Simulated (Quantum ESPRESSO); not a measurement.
**CuWO4: spin-resolved density of states**

Where do the states of the two spins of CuWO4 lie?

Method: PBEsol with U = 6 eV on Cu d (ortho-atomic projectors); plane waves with GBRV 1.5 PBEsol potentials, no spin-orbit coupling, in Quantum ESPRESSO 7.5.

### 1. The structure

The cell holds 12 atoms: 2 Cu, 2 W and 8 O. Cell: a = 4.696 Å, b = 4.874 Å, c = 5.829 Å, α = 88.4°, β = 82.8°, γ = 87.6°.

The cell comes from the Crystallography Open Database.

### 2. The magnetic state

This state came out lowest in a comparison of starts that is told elsewhere.

pw.in reads:

```
&CONTROL
  calculation = 'scf'
  prefix = 'pwscf'
  outdir = './tmp'
  pseudo_dir = './pseudo'
  disk_io = 'low'
/
&SYSTEM
  ibrav = 0
  celldm(1) = 8
  nat = 12
  ntyp = 4
  ecutwfc = 40
  ecutrho = 280
  nbnd = 77
  occupations = 'smearing'
  smearing = 'fd'
  degauss = 0.00367493
  nspin = 2
  starting_magnetization(1) = 0.0526
  starting_magnetization(2) = -0.0526
  starting_magnetization(3) = 0
  starting_magnetization(4) = 0
/
&ELECTRONS
  conv_thr = 2.4d-08
  electron_maxstep = 150
  mixing_beta = 0.3
/
ATOMIC_SPECIES
Cu1    63.5460 cu_pbesol_v1.2.uspp.F.UPF
Cu2    63.5460 cu_pbesol_v1.2.uspp.F.UPF
W     183.8400 w_pbesol_v1.2.uspp.F.UPF
O      15.9990 o_pbesol_v1.2.uspp.F.UPF
CELL_PARAMETERS alat
   1.1093637214616    0.0000000000000    0.0000000000000
   0.0490111256506    1.1501774026444    0.0000000000000
   0.1728010651790    0.0318361699831    1.3655729172783
ATOMIC_POSITIONS crystal
Cu1     0.4962000000    0.7638000000    0.6621000000
Cu2     0.5038000000    0.2362000000    0.3379000000
W       0.0166000000    0.7330000000    0.1745000000
W       0.9834000000    0.2670000000    0.8255000000
O       0.2481000000    0.5829000000    0.3556000000
O       0.7519000000    0.4171000000    0.6444000000
O       0.2243000000    0.5676000000    0.8769000000
O       0.7757000000    0.4324000000    0.1231000000
O       0.7293000000    0.9044000000    0.3859000000
O       0.2707000000    0.0956000000    0.6141000000
O       0.7845000000    0.9488000000    0.9036000000
O       0.2155000000    0.0512000000    0.0964000000
K_POINTS automatic
4 4 4 0 0 0
HUBBARD {ortho-atomic}
U Cu1-3d 6.0000
U Cu2-3d 6.0000
```

Command:

```sh
$ OMP_NUM_THREADS=1 mpirun -n 4 pw.x -nk 4 -in pw.in > pw.out
```

What it wrote:

```text
Program PWSCF v.7.5 starts

     K-points division:     npool     =       4
     Subspace diagonalization in iterative solution of the eigenvalue problem:

     bravais-lattice index     =            0
     lattice parameter (alat)  =       8.0000  a.u.
     unit-cell volume          =     892.1208 (a.u.)^3
     number of atoms/cell      =           12
     number of atomic types    =            4
     number of electrons       =       114.00
     number of Kohn-Sham states=           77
     kinetic-energy cutoff     =      40.0000  Ry
     charge density cutoff     =     280.0000  Ry
     scf convergence threshold =      2.4E-08
     mixing beta               =       0.3000
     number of iterations used =            8  plain     mixing
     Exchange-correlation= SLA  PW   PSX  PSC
                           (   1   4  10   8   0   0   0)
     Hubbard projectors: ortho-atomic
     Hubbard parameters of DFT+U (Dudarev formulation) in eV:
     U(Cu1-3d) =  6.0000
     U(Cu2-3d) =  6.0000

     Internal variables: lda_plus_u =T, lda_plus_u_kind = 0

     Internal variables: orbital_resolved =F, hub_pot_fix =F, apply_U = F

     celldm(1)=   8.000000  celldm(2)=   0.000000  celldm(3)=   0.000000
     celldm(4)=   0.000000  celldm(5)=   0.000000  celldm(6)=   0.000000

     crystal axes: (cart. coord. in units of alat)
               a(1) = (   1.109364   0.000000   0.000000 )
               a(2) = (   0.049011   1.150177   0.000000 )
               a(3) = (   0.172801   0.031836   1.365573 )

     reciprocal axes: (cart. coord. in units 2 pi/alat)
               b(1) = (  0.901418 -0.038411 -0.113171 )
               b(2) = (  0.000000  0.869431 -0.020269 )
               b(3) = (  0.000000  0.000000  0.732293 )

     PseudoPot. # 1 for Cu read from file:
     cu_pbesol_v1.2.uspp.F.UPF
     Pseudo is Ultrasoft + core correction, Zval = 19.0

     PseudoPot. # 2 for Cu read from file:
     cu_pbesol_v1.2.uspp.F.UPF
     Pseudo is Ultrasoft + core correction, Zval = 19.0

     PseudoPot. # 3 for W  read from file:
     w_pbesol_v1.2.uspp.F.UPF
     Pseudo is Ultrasoft + core correction, Zval = 14.0

     PseudoPot. # 4 for O  read from file:
     o_pbesol_v1.2.uspp.F.UPF
     Pseudo is Ultrasoft + core correction, Zval =  6.0

     atomic species   valence    mass     pseudopotential
     Cu1              19.00    63.54600     Cu( 1.00)
     Cu2              19.00    63.54600     Cu( 1.00)
     W                14.00   183.84000     W ( 1.00)
     O                 6.00    15.99900     O ( 1.00)

     Starting magnetic structure
     atomic species   magnetization
     Cu1             0.053
     Cu2            -0.053
     W               0.000
     O               0.000

     No symmetry found

   Cartesian axes

     site n.     atom                  positions (alat units)
         1        Cu1    tau(   1) = (   0.7023126   0.8995842   0.9041458  )
         2        Cu2    tau(   2) = (   0.6288634   0.2824293   0.4614271  )
         3        W      tau(   3) = (   0.0844944   0.8486354   0.2382925  )
         4        W      tau(   4) = (   1.2466815   0.3333781   1.1272804  )
         5        O      tau(   5) = (   0.3652498   0.6817594   0.4855977  )
         6        O      tau(   6) = (   0.9659261   0.5002542   0.8799752  )
         7        O      tau(   7) = (   0.4281783   0.6807578   1.1974709  )
         8        O      tau(   8) = (   0.9029977   0.5012557   0.1681020  )
         9        O      tau(   9) = (   0.9200686   1.0525060   0.5269746  )
        10        O      tau(  10) = (   0.4111074   0.1295076   0.8385983  )
        11        O      tau(  11) = (   1.0729406   1.1200555   1.2339317  )
        12        O      tau(  12) = (   0.2582353   0.0619581   0.1316412  )

     number of k points=    36  Fermi-Dirac smearing, width (Ry)=  0.0037
                       cart. coord. in units 2pi/alat
        k(    1) = (   0.0000000   0.0000000   0.0000000), wk =   0.0156250
        k(    2) = (   0.0000000   0.0000000   0.1830733), wk =   0.0312500
        k(    3) = (   0.0000000   0.0000000  -0.3661467), wk =   0.0156250
        k(    4) = (   0.0000000   0.2173578  -0.0050674), wk =   0.0312500
        k(    5) = (   0.0000000   0.2173578   0.1780060), wk =   0.0312500
        [... 31 further k-points ...]

     Dense  grid:    70665 G-vectors     FFT dimensions: (  48,  50,  60)

     Smooth grid:    30509 G-vectors     FFT dimensions: (  36,  40,  45)

     Check: negative core charge=   -0.000002
     Generating pointlists ...
     new r_m :   0.1879 (alat units)  1.5030 (a.u.) for type    1
     new r_m :   0.1879 (alat units)  1.5030 (a.u.) for type    2
     new r_m :   0.1690 (alat units)  1.3519 (a.u.) for type    3
     new r_m :   0.1690 (alat units)  1.3519 (a.u.) for type    4

     Initial potential from superposition of free atoms

     starting charge     111.7994, renormalised to     114.0000

     negative rho (up, down):  6.400E-02 6.400E-02

     STARTING HUBBARD OCCUPATIONS:

     =================== HUBBARD OCCUPATIONS ===================
     ------------------------ ATOM    1 ------------------------
     Tr[ns(  1)] (up, down, total) =   5.00000  3.00000  8.00000
     Atomic magnetic moment for atom   1 =   2.00000
     [... lines left out ...]
     ------------------------ ATOM    2 ------------------------
     Tr[ns(  2)] (up, down, total) =   3.00000  5.00000  8.00000
     Atomic magnetic moment for atom   2 =  -2.00000
     [... lines left out ...]
     Number of occupied Hubbard levels =   16.0000

     Atomic wfc used for Hubbard projectors are orthogonalized

     Starting wfcs are   84 randomized atomic wfcs

     Self-consistent Calculation

     iteration #  1     ecut=    40.00 Ry     beta= 0.30
     Davidson diagonalization with overlap
     ethr =  1.00E-02,  avg # of iterations =  4.3

     =================== HUBBARD OCCUPATIONS ===================
     ------------------------ ATOM    1 ------------------------
     Tr[ns(  1)] (up, down, total) =   4.96418  4.53806  9.50224
     Atomic magnetic moment for atom   1 =   0.42612
     [... lines left out ...]
     ------------------------ ATOM    2 ------------------------
     Tr[ns(  2)] (up, down, total) =   4.53772  4.96412  9.50184
     Atomic magnetic moment for atom   2 =  -0.42640
     [... lines left out ...]
     Number of occupied Hubbard levels =   19.0041

     negative rho (up, down):  6.282E-02 6.282E-02

     total energy              =   -1381.84523018 Ry
     estimated scf accuracy    <       5.10664915 Ry

     total magnetization       =    -0.00 Bohr mag/cell
     absolute magnetization    =     1.55 Bohr mag/cell

     iteration #  2     ecut=    40.00 Ry     beta= 0.30
     Davidson diagonalization with overlap
     ethr =  4.48E-03,  avg # of iterations =  2.0

     negative rho (up, down):  6.340E-02 6.340E-02

     total energy              =   -1382.83773840 Ry
     estimated scf accuracy    <       0.73100113 Ry

     total magnetization       =     0.00 Bohr mag/cell
     absolute magnetization    =     1.80 Bohr mag/cell

     [... further iterations left out ...]

     iteration # 17     ecut=    40.00 Ry     beta= 0.30
     Davidson diagonalization with overlap
     ethr =  8.14E-11,  avg # of iterations =  2.0

     negative rho (up, down):  6.395E-02 6.395E-02

     total energy              =   -1382.96615943 Ry
     estimated scf accuracy    <       0.00000003 Ry

     total magnetization       =     0.00 Bohr mag/cell
     absolute magnetization    =     1.93 Bohr mag/cell

     iteration # 18     ecut=    40.00 Ry     beta= 0.30
     Davidson diagonalization with overlap
     ethr =  2.90E-11,  avg # of iterations =  2.0

     negative rho (up, down):  6.395E-02 6.395E-02

     Magnetic moment per site  (integrated on atomic sphere of radius R)
     atom   1 (R=0.188)  charge= 16.3288  magn=  0.7369
     atom   2 (R=0.188)  charge= 16.3288  magn= -0.7369
     atom   3 (R=0.169)  charge=  7.3976  magn= -0.0044
     atom   4 (R=0.169)  charge=  7.3975  magn=  0.0044
     atom   5 (R=0.169)  charge=  4.8360  magn= -0.0310
     atom   6 (R=0.169)  charge=  4.8360  magn=  0.0310
     atom   7 (R=0.169)  charge=  4.8405  magn=  0.0268
     atom   8 (R=0.169)  charge=  4.8406  magn= -0.0268
     atom   9 (R=0.169)  charge=  4.8141  magn= -0.0068
     atom  10 (R=0.169)  charge=  4.8141  magn=  0.0068
     atom  11 (R=0.169)  charge=  4.7931  magn= -0.0015
     atom  12 (R=0.169)  charge=  4.7930  magn=  0.0015

     End of self-consistent calculation

     =================== HUBBARD OCCUPATIONS ===================
     ------------------------ ATOM    1 ------------------------
     Tr[ns(  1)] (up, down, total) =   4.94207  4.21010  9.15217
     Atomic magnetic moment for atom   1 =   0.73197
     [... lines left out ...]
     ------------------------ ATOM    2 ------------------------
     Tr[ns(  2)] (up, down, total) =   4.21010  4.94207  9.15217
     Atomic magnetic moment for atom   2 =  -0.73197
     [... lines left out ...]
     Number of occupied Hubbard levels =   18.3043

     [... lines left out ...]
     the Fermi energy is    10.0724 ev

!    total energy              =   -1382.96615946 Ry
     estimated scf accuracy    <       0.00000001 Ry
     smearing contrib. (-TS)   =      -0.00000000 Ry
     internal energy E=F+TS    =   -1382.96615946 Ry

     The total energy is F=E-TS. E is the sum of the following terms:
     one-electron contribution =    -857.97609377 Ry
     hartree contribution      =     485.87912688 Ry
     xc contribution           =    -216.09660563 Ry
     ewald contribution        =    -794.90885157 Ry
     Hubbard energy            =       0.13626464 Ry

     total magnetization       =    -0.00 Bohr mag/cell
     absolute magnetization    =     1.93 Bohr mag/cell

     convergence has been achieved in  18 iterations

=------------------------------------------------------------------------------=
   JOB DONE.
=------------------------------------------------------------------------------=
```

Elapsed: 2.6 min, on 4 MPI ranks of Intel Xeon Platinum 8375C at 2.90GHz (Ice Lake), shared host; peak memory 1.3 GiB; 10 min of CPU time.

Spin moment in the atom's sphere by atom:

```tsv
atom	spin moment in the atom's sphere (μB)
Cu1	0.737
Cu2	-0.737
W3	-0.004
W4	0.004
O5	-0.031
O6	0.031
O7	0.027
O8	-0.027
O9	-0.007
O10	0.007
O11	-0.002
O12	0.002
```

Numbers from this step:

| Item | Value |
| --- | --- |
| smearing term TS | 3.28e-9 eV |
| magnetization | 0 μB |
| absolute magnetization | 1.928 μB |
| final state | antiferromagnetic |

(Continued in part 2 of 2.)

[Logs and program files are shortened in this print: banners, set-up blocks, solver, clock and traceback lines can be left out without a mark of their own.]

[Logs are printed without paths, hosts, clocks, repeated set-up lines and the standing remarks that a program may print on its own settings, such as how far it seeks lower states.]

[Hosts, paths, dates, database ids (printed as entryN), source tags and the programs' standing remarks are cut or masked in the printed files.]

[Where a cell is said to come from a database of computed structures, the database is the Materials Project.]
